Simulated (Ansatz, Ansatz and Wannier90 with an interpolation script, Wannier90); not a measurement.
# BiOBr (P4/nmm): quasiparticle bands by Wannier interpolation, part 2 of 3

G0W0 gives levels on a mesh alone; what do the bands of BiOBr (P4/nmm) look like between the points?

Ansatz 0.2.0; LDA, Wannier functions and G0W0, plane waves, PAW. Known limits of the many-body steps: not at the basis limit; no spin-orbit coupling; coarse k mesh.

So far. Step 2 (LDA bands): The gap is indirect, with the least direct gap 0.17 eV higher.

The database entry behind the starting cell differs from later determinations by our own check (0.1 to 0.3 % short, probably kX units), so it need not match the best structure at ambient conditions.

## (4) Wannier functions by Wannier90 (Bi:6p Br:4p O:2p) on 8×8×4

Localised functions give a small Hamiltonian that interpolates between mesh points at no cost.

This step: maximally localised Wannier functions from the overlaps of LDA states (plane waves, PAW).

File w.win:

```
num_iter = 1200
conv_tol = 1.0e-8
conv_window = 5
dis_num_iter = 4000
dis_conv_tol = 1.0e-8
dis_mix_ratio = 0.7
write_hr = true
use_ws_distance = false
num_print_cycles = 50
! ansatz wannier90 interface
! projections by site (counted from 0) and shell: 0 6P, 1 6P, 2 4P, 3 4P, 4 2P, 5 2P
! states of the run's bands (counted from 1): 1-36
num_bands = 36
num_wann  = 18
dis_win_min = 1.91
dis_win_max = 15.33
dis_froz_min = 1.91
dis_froz_max = 12.33
guiding_centres = true

begin unit_cell_cart
Ang
                    3.916                      0.0                      0.0
                      0.0                    3.916                      0.0
                      0.0                      0.0                    8.077
end unit_cell_cart

begin atoms_frac
Bi                       0.0                      0.5                    0.154
Bi                       0.5                      0.0                    0.846
Br                       0.0                      0.5                    0.653
Br                       0.5                      0.0                    0.347
O                        0.0                      0.0                      0.0
O                        0.5                      0.5                      0.0
end atoms_frac

mp_grid = 8 8 4

[... the mesh's points ...]
```

Run with:

```bash
$ OMP_NUM_THREADS=1 mpirun -n 8 wannier90.x w > wannier90.x.log
```

Numbers of over 12 decimals in the logs are rounded to 6 here.

What it wrote:

```text
TEM
                                    ------

                              Lattice Vectors (Ang)
                    a_1     3.916000   0.000000   0.000000
                    a_2     0.000000   3.916000   0.000000
                    a_3     0.000000   0.000000   8.077000

                   Unit Cell Volume:     123.86125  (Ang^3)

                        Reciprocal-Space Vectors (Ang^-1)
                    b_1     1.604491   0.000000   0.000000
                    b_2     0.000000   1.604491   0.000000
                    b_3     0.000000   0.000000   0.777911

 *----------------------------------------------------------------------------*
 |   Site       Fractional Coordinate          Cartesian Coordinate (Ang)     |
 +----------------------------------------------------------------------------+
 | bi   1   0.00000   0.50000   0.15400   |    0.00000   1.95800   1.24386    |
 | bi   2   0.50000   0.00000   0.84600   |    1.95800   0.00000   6.83314    |
 | br   1   0.00000   0.50000   0.65300   |    0.00000   1.95800   5.27428    |
 | br   2   0.50000   0.00000   0.34700   |    1.95800   0.00000   2.80272    |
 | o    1   0.00000   0.00000   0.00000   |    0.00000   0.00000   0.00000    |
 | o    2   0.50000   0.50000   0.00000   |    1.95800   1.95800   0.00000    |
 *----------------------------------------------------------------------------*
                                ------------
                                K-POINT GRID
                                ------------

             Grid size =  8 x  8 x  4      Total points =  256

 *---------------------------------- MAIN ------------------------------------*
 |  Number of Wannier Functions               :                18             |
 |  Number of Objective Wannier Functions     :                18             |
 |  Number of input Bloch states              :                36             |
 |  Output verbosity (1=low, 5=high)          :                 1             |
 |  Timing Level (1=low, 5=high)              :                 1             |
 |  Optimisation (0=memory, 3=speed)          :                 3             |
 |  Length Unit                               :               Ang             |
 |  Post-processing setup (write *.nnkp)      :                 F             |
 |  Using Gamma-only branch of algorithms     :                 F             |
 *----------------------------------------------------------------------------*
 *------------------------------- WANNIERISE ---------------------------------*
 |  Total number of iterations                :              1200             |
 |  Number of CG steps before reset           :                 5             |
 |  Trial step length for line search         :             2.000             |
 |  Convergence tolerence                     :         0.100E-07             |
 |  Convergence window                        :                 5             |
 |  Iterations between writing output         :                50             |
 |  Iterations between backing up to disk     :               100             |
 |  Write r^2_nm to file                      :                 F             |
 |  Write xyz WF centres to file              :                 F             |
 |  Write on-site energies <0n|H|0n> to file  :                 F             |
 |  Use guiding centre to control phases      :                 T             |
 |  Use phases for initial projections        :                 F             |
 |  Iterations before starting guiding centres:                 0             |
 |  Iterations between using guiding centres  :                 1             |
 *----------------------------------------------------------------------------*
 *------------------------------- DISENTANGLE --------------------------------*
 |  Using band disentanglement                :                 T             |
 |  Total number of iterations                :              4000             |
 |  Mixing ratio                              :             0.700             |
 |  Convergence tolerence                     :         1.000E-08             |
 |  Convergence window                        :                 3             |
 *----------------------------------------------------------------------------*
 *-------------------------------- PLOTTING ----------------------------------*
 |  Plotting Hamiltonian in WF basis          :                 T             |
 *----------------------------------------------------------------------------*

 *---------------------------------- K-MESH ----------------------------------*
 +----------------------------------------------------------------------------+
 |                    Distance to Nearest-Neighbour Shells                    |
 |                    ------------------------------------                    |
 |          Shell             Distance (Ang^-1)          Multiplicity         |
 |          -----             -----------------          ------------         |
 |             1                   0.194478                      2            |
 |             2                   0.200561                      4            |
 |             3                   0.279368                      8            |
 |             4                   0.283637                      4            |
[...]
|            ---        --------------------------------                     |
 |             1         0.000000    0.000000    0.194478                     |
 |             2         0.000000    0.200561    0.000000                     |
 |             3         0.200561    0.000000    0.000000                     |
 +----------------------------------------------------------------------------+

 Starting a new Wannier90 calculation ...

 Reading overlaps from w.mmn    : ansatz wannier90 interface

 Reading projections from w.amn : ansatz wannier90 interface

 *------------------------------- DISENTANGLE --------------------------------*
 +----------------------------------------------------------------------------+
 |                              Energy  Windows                               |
 |                              ---------------                               |
 |                   Outer:    1.91000  to   15.33000  (eV)                   |
 |                   Inner:    1.91000  to   12.33000  (eV)                   |
 +----------------------------------------------------------------------------+
   Number of target bands to extract:   18

                   Unitarised projection of Wannier functions
                   ------------------------------------------
   A_mn = <psi_m|g_n> --> S = A.A^+ --> U = S^-1/2.A
   In dis_project... done
   Using an inner window (linner = T)
   In dis_proj_froz... done

                   Extraction of optimally-connected subspace
                   ------------------------------------------
 +---------------------------------------------------------------------+<-- DIS
 |  Iter     Omega_I(i-1)      Omega_I(i)      Delta (frac.)    Time   |<-- DIS
 +---------------------------------------------------------------------+<-- DIS
       1      33.89685977      33.87611097       6.125E-04      0.00    <-- DIS
       2      33.88115822      33.87048701       3.151E-04      0.01    <-- DIS
       3      33.87325180      33.86820027       1.492E-04      0.01    <-- DIS

             <<<      Delta < 1.000E-08  over  3 iterations     >>>
             <<< Disentanglement convergence criteria satisfied >>>

        Final Omega_I    33.86662508 (Ang^2)

 +----------------------------------------------------------------------------+

 Writing checkpoint file w.chk... done

 *------------------------------- WANNIERISE ---------------------------------*
 +--------------------------------------------------------------------+<-- CONV
 | Iter  Delta Spread     RMS Gradient      Spread (Ang^2)      Time  |<-- CONV
 +--------------------------------------------------------------------+<-- CONV

 ------------------------------------------------------------------------------
 Initial State
  WF centre and spread    1  (  0.000000,  1.958000,  1.463377 )     2.87872266
  WF centre and spread    2  (  0.000000,  1.958000,  1.489327 )     2.99426293
  WF centre and spread    3  ( -0.000000,  1.958000,  1.489327 )     2.99426293
  WF centre and spread    4  (  1.958000, -0.000000,  6.613623 )     2.87872266
  WF centre and spread    5  (  1.958000, -0.000000,  6.587673 )     2.99426293
  WF centre and spread    6  (  1.958000,  0.000000,  6.587673 )     2.99426293
  WF centre and spread    7  (  0.000000,  1.958000,  5.269466 )     1.75218801
  WF centre and spread    8  (  0.000000,  1.958000,  5.262949 )     1.64550737
  WF centre and spread    9  (  0.000000,  1.958000,  5.262949 )     1.64550737
  WF centre and spread   10  (  1.958000, -0.000000,  2.807534 )     1.75218801
[...]
Sum of centres and spreads ( 17.622000, 17.622000, 48.462000 )    35.64965190

      0     0.356E+02     0.0000000000       35.6496519027       0.14  <-- CONV
        O_D=      0.1064143 O_OD=      1.6766125 O_TOT=     35.6496519 <-- SPRD
 ------------------------------------------------------------------------------
 Cycle:      1
[...]
Sum of centres and spreads ( 17.622000, 17.622000, 48.462000 )    35.48195454

      1    -0.168E+00     0.3041936527       35.4819545412       0.15  <-- CONV
        O_D=      0.1091300 O_OD=      1.5061995 O_TOT=     35.4819545 <-- SPRD
 Delta: O_D=  0.2715687E-02 O_OD= -0.1704130E+00 O_TOT= -0.1676974E+00 <-- DLTA
 ------------------------------------------------------------------------------

             <<<     Delta < 1.000E-08  over  5 iterations     >>>
             <<< Wannierisation convergence criteria satisfied >>>

 Final State
[...]
WF centre and spread   14  (  0.000000, -0.000000, -0.073741 )     1.29341481
  WF centre and spread   15  ( -0.000000, -0.000000,  0.073741 )     1.29341481
  WF centre and spread   16  (  1.958000,  1.958000, -0.000000 )     1.16149827
  WF centre and spread   17  (  1.958000,  1.958000,  0.073741 )     1.29341481
  WF centre and spread   18  (  1.958000,  1.958000, -0.073741 )     1.29341481
  Sum of centres and spreads ( 17.622000, 17.622000, 48.462000 )    35.30495691

         Spreads (Ang^2)       Omega I      =    33.866625076
        ================       Omega D      =     0.105960706
                               Omega OD     =     1.332371125
    Final Spread (Ang^2)       Omega Total  =    35.304956907
 ------------------------------------------------------------------------------

 Writing checkpoint file w.chk... done

 *---------------------------------------------------------------------------*
 |                               PLOTTING                                    |
 *---------------------------------------------------------------------------*

 *===========================================================================*
 |                             TIMING INFORMATION                            |
 *===========================================================================*
 |    Tag                                                Ncalls      Time (s)|
 |---------------------------------------------------------------------------|
 |kmesh: get                                        :         1         0.059|
 |overlap: read                                     :         1         1.183|
 |dis: main                                         :         1         0.161|
 |wann: main                                        :         1         0.473|
 |plot: main                                        :         1         0.193|
 *---------------------------------------------------------------------------*
 All done: wannier90 exiting
```

It took 4.2 s on 8 MPI ranks of Arm Neoverse V2, shared host.

This step gave:

- gauge-invariant spread: 33.87 Å²
- diagonal spread: 0.1060 Å²
- off-diagonal spread: 1.332 Å²
- total spread: 35.30 Å²
- disentanglement steps: 20
- r.m.s. interpolation error: 5.08e-4 eV
- r.m.s. error near the gap: 6.10e-4 eV

Near the gap the model misses directly solved bands by 0.6 meV r.m.s. and by 8 meV at most in the window tested. This tests the starting bands, not the corrections carried with them.

Wannier functions, by row:

```tsv
function	x (Å)	y (Å)	z (Å)	spread (Å²)	nearest atom	distance (Å)
1	0	1.958	1.457	2.87	Bi1	0.213
2	0	1.958	1.491	2.954	Bi1	0.247
3	0	1.958	1.491	2.954	Bi1	0.247
4	1.958	0	6.62	2.87	Bi2	0.213
5	1.958	0	6.586	2.954	Bi2	0.247
6	1.958	0	6.586	2.954	Bi2	0.247
7	0	1.958	5.264	1.752	Br3	0.01
8	0	1.958	5.262	1.687	Br3	0.013
9	0	1.958	5.262	1.687	Br3	0.013
10	1.958	0	2.813	1.752	Br4	0.01
11	1.958	0	2.815	1.687	Br4	0.013
12	1.958	0	2.815	1.687	Br4	0.013
13	0	0	0	1.161	O5	0
14	0	0	-0.074	1.293	O5	0.074
15	0	0	0.074	1.293	O5	0.074
16	1.958	1.958	0	1.161	O6	0
17	1.958	1.958	0.074	1.293	O6	0.074
18	1.958	1.958	-0.074	1.293	O6	0.074
```

Frozen up to 5.03 eV; above it the model need not follow the bands. Electronic bands along the path, in eV, zero at the valence-band top:

```tsv
point	band 25	band 26	band 27	band 28	band 29	band 30	band 31	band 32
Γ	-1.06	-0.79	-0.79	-0.72	2.23	3.14	4.82	4.82
halfway	-0.63	-0.58	-0.34	-0.16	3.78	4.04	4.10	4.58
X	-0.55	-0.55	-0.16	-0.16	4.22	4.22	4.75	4.75
halfway	-0.97	-0.97	-0.97	-0.97	3.91	3.91	4.82	4.82
M	-1.07	-1.07	-0.80	-0.80	3.23	3.23	4.97	4.97
halfway	-0.88	-0.52	-0.39	-0.37	3.34	4.37	4.73	4.77
Γ	-1.06	-0.79	-0.79	-0.72	2.23	3.14	4.82	4.82
halfway	-1.10	-0.60	-0.60	-0.45	2.10	2.77	4.73	4.73
Z	-0.99	-0.47	-0.47	-0.17	2.04	2.32	4.64	4.64
halfway	-0.93	-0.52	-0.42	-0.26	3.58	3.83	4.66	4.69
R	-0.56	-0.56	-0.12	-0.12	4.04	4.04	4.80	4.80
halfway	-1.10	-1.10	-0.51	-0.51	3.52	3.52	5.26	5.26
A	-1.15	-1.15	-1.07	-1.07	3.93	3.93	5.20	5.20
halfway	-1.18	-1.05	-0.36	-0.29	3.00	4.22	4.95	5.12
Z	-0.99	-0.47	-0.47	-0.17	2.04	2.32	4.64	4.64
jump to X	-0.55	-0.55	-0.16	-0.16	4.22	4.22	4.75	4.75
halfway	-0.55	-0.55	-0.14	-0.14	4.13	4.13	4.78	4.78
R	-0.56	-0.56	-0.12	-0.12	4.04	4.04	4.80	4.80
jump to M	-1.07	-1.07	-0.80	-0.80	3.23	3.23	4.97	4.97
halfway	-1.07	-1.07	-0.97	-0.97	3.55	3.55	5.09	5.09
A	-1.15	-1.15	-1.07	-1.07	3.93	3.93	5.20	5.20
```

The same for Kohn-Sham, solved directly:

```tsv
point	band 25	band 26	band 27	band 28	band 29	band 30	band 31	band 32
Γ	-1.06	-0.79	-0.79	-0.72	2.23	3.14	4.82	4.82
X	-0.55	-0.55	-0.16	-0.16	4.22	4.22	4.75	4.75
M	-1.07	-1.07	-0.80	-0.80	3.23	3.23	4.97	4.97
Γ	-1.06	-0.79	-0.79	-0.72	2.23	3.14	4.82	4.82
Z	-0.99	-0.47	-0.47	-0.17	2.04	2.32	4.64	4.64
R	-0.56	-0.56	-0.12	-0.12	4.04	4.04	4.80	4.80
A	-1.15	-1.15	-1.07	-1.07	3.93	3.93	5.20	5.20
Z	-0.99	-0.47	-0.47	-0.17	2.04	2.32	4.64	4.64
X	-0.55	-0.55	-0.16	-0.16	4.22	4.22	4.75	4.75
R	-0.56	-0.56	-0.12	-0.12	4.04	4.04	4.80	4.80
M	-1.07	-1.07	-0.80	-0.80	3.23	3.23	4.97	4.97
A	-1.15	-1.15	-1.07	-1.07	3.93	3.93	5.20	5.20
```

## (5) G0W0 at every point of the mesh: 4×4×2 mesh, 516 empty bands, screening to 150 eV

Now the one-shot GW correction: screening in the RPA, then the self-energy of the levels asked for.

This step: G0W0 on LDA, plane waves, PAW.

File input.yaml:

```yaml
crystal:
  lattice:
    - [3.916, 0.0, 0.0]
    - [0.0, 3.916, 0.0]
    - [0.0, 0.0, 8.077]
  atoms:
    - { symbol: Bi, position: [0.0, 0.5, 0.154] }
    - { symbol: Bi, position: [0.5, 0.0, 0.846] }
    - { symbol: Br, position: [0.0, 0.5, 0.653] }
    - { symbol: Br, position: [0.5, 0.0, 0.347] }
    - { symbol: O, position: [0.0, 0.0, 0.0] }
    - { symbol: O, position: [0.5, 0.5, 0.0] }
kpoints:
  mp_grid: { grid: [4, 4, 2] }
hamiltonian:
  xc: lda
scf:
  occupations: { method: fixed }
gw:
  n_empty_bands: 516
  ecut_chi: 150.0
  qp_bands: [v12, c5]
  screening: { model: contour_deformation }
```

Run with:

```bash
$ ansatz run input.yaml --threads 8 --pin off --max-ram 18432MiB --backend cpu --events-out ev --progress --plain --runs-dir out
```

What it wrote:

```text
[...]
Crystal: 6 atoms, lattice volume = 123.861 Å³
Basis set: ecut = 420 eV, 2419 PW (Γ)
Bands: 34, of which v1, the nominal top of the filled ones, is band 28 counted from 1 (27 counted from 0)
Symmetry: 16 space group operations
[...]
k-points: 12 of 32
[...]
SCF iter   1: F=—  HF=-30671.921999 eV  |F-HF|=—  |Δ(HF+E_count)|=         —  Δρ=1.12e-2  dr2=1.43e-1  ethr=1.77e-3  ⟨swp⟩=5.1  Hψ=1557  notcnv=0  defer=45
[...]
SCF iter   7: F=-30671.888215 eV  HF=-30671.888215 eV  |F-HF|=5.98e-9  |Δ(HF+E_count)|=   1.31e-7  Δρ=3.17e-6  dr2=1.53e-8  ethr=1.79e-10  ⟨swp⟩=10.0  Hψ=1749  notcnv=0
SCF 1 converged in 7 iterations: F = -30671.888215 eV  dr2 = 1.53e-8
[...]
G₀W₀ screening: q 1/12
[... further progress lines ...]
SCF converged after 7 iterations
Free energy (F): -30671.888215 eV
[...]
Internal energy: -30671.888215 eV  (E = F + TS)
E sigma→0 (E₀):  -30671.888215 eV
Fermi energy:    7.174507 eV
[...]
--- Band table (eV; the first three rows and the last of 12) ---
  k-point 0: bands = [... 24 lower, 6.2362, 6.5048, 6.5048, 6.5707, 9.5218, 10.4335, 12.1099, 12.1099, ... 2 higher]
  k-point 1: bands = [... 24 lower, 6.2999, 6.8204, 6.8204, 7.1240, 9.3333, 9.6153, 11.9342, 11.9342, ... 2 higher]
  k-point 2: bands = [... 24 lower, 6.6604, 6.7123, 6.9511, 7.1346, 11.0739, 11.3341, 11.3982, 11.8780, ... 2 higher]
  k-point 11: bands = [... 24 lower, 6.1493, 6.1493, 6.2252, 6.2252, 11.2205, 11.2205, 12.4909, 12.4909, ... 2 higher]
--- G₀W₀: contour deformation, 6 samples at zero and on the imaginary axis and 2 off it, 32 q-points, 516 empty bands' worth ---
  eigenvalues of the whole cell's RPA ε∞ on this k-mesh (on a slab, of 1 + 4πα/V) = 5.5769, 7.5451, 7.5451; static W/v taken at q = 0 is 0.144950
  bands read: the sum over 544 bands ends inside a degenerate multiplet in 1 slot, whose members it reads at an even weight; the widest, k=1: bands 544 to 545 (counted from 1) at 1/2 each
    ik  band        ε_KS         Σx   Σc(E_QP)       V_xc       Z   E_QP_lin       E_QP  E_QP is
     0    17      2.4431   -23.0155     5.0735   -17.6448  0.6623     2.1433     2.1459  root
     0    18      2.4431   -23.0155     5.0735   -17.6448  0.6623     2.1433     2.1459  root
     0    19      5.2777   -25.3533     4.7287   -20.3508  0.7105     5.0024     5.0039  root
     0    20      5.4216   -24.6306     4.3916   -19.9710  0.7163     5.1522     5.1537  root
     0    21      5.4216   -24.6306     4.3916   -19.9710  0.7163     5.1522     5.1537  root
     0    22      5.5356   -18.2215     2.7702   -14.6958  0.7289     4.7624     4.7801  root
     0    23      6.0985   -22.9553     3.4537   -19.2019  0.7348     5.7973     5.7988  root
     0    24      6.2362   -19.6350     2.7857   -16.1110  0.7400     5.4853     5.4980  root
     0    25      6.2362   -19.6350     2.7857   -16.1110  0.7400     5.4853     5.4980  root
     0    26      6.5048   -19.6303     2.5885   -16.3601  0.7468     5.8137     5.8231  root
     0    27      6.5048   -19.6303     2.5885   -16.3601  0.7468     5.8137     5.8231  root
     0    28      6.5707   -18.6337     2.0272   -15.9482  0.7565     5.9038     5.9124  root
     0    29      9.5218   -10.5123    -3.7914   -14.8926  0.8034    10.1146    10.1108  root
     0    30     10.4335   -10.8693    -3.7235   -15.1485  0.7945    10.9929    10.9892  root
[...]
11    29     11.2205   -11.9444    -3.8517   -16.3870  0.7888    11.8158    11.8113  root
    11    30     11.2205   -11.9444    -3.8517   -16.3870  0.7888    11.8158    11.8113  root
    11    31     12.4909   -11.8282    -4.3089   -16.9324  0.7669    13.2970    13.2862  root
    11    32     12.4909   -11.8282    -4.3089   -16.9324  0.7669    13.2970    13.2862  root
    11    33     12.8916   -11.4933    -4.2215   -16.4924  0.7659    13.6797    13.6692  root
```

Elapsed: 4.8 min, on 8 threads; peak memory 3.8 GiB; 36 min of CPU time.

This step gave:

- bands summed: 544
- RPA ε∞ on this mesh (eigenvalues): 5.577, 7.545, 7.545
- plane waves in the screening matrix: 509
- q-points in the mesh: 32
- G0W0 gap on the mesh: 3.197 eV
- k of the valence top: 0, -0.5, -0.5
- k of the conduction bottom: 0, 0, -0.5
- starting gap on the mesh: 2.159 eV
- Z at the valence top: 0.7541
- Z at the conduction bottom: 0.8053
- least direct G0W0 gap on the computed points: 3.428 eV

The gap on the mesh goes from 2.16 eV to 3.20 eV, a correction of +1.04 eV. Between the two edge states, bare exchange in place of the xc potential would open the gap by 7.02 eV, and correlation takes back 5.98 eV. The start differs from the 2.03 eV found before because this mesh misses an edge.

(Part 2 of 3 ends here.)

[Paths, hosts, dates, memory and timing lines, banners, echoed tables and standing remarks are left out of the program output.]

[Logs are printed without paths, hosts, clocks, repeated set-up lines and the standing remarks that a program may print on its own settings, such as how far it seeks lower states.]

[Runs of the session that timed out or met a known fault of the program may be left out.]

[Hosts, paths, dates, database ids (printed as entryN), source tags and the programs' standing remarks are cut or masked in the printed files.]
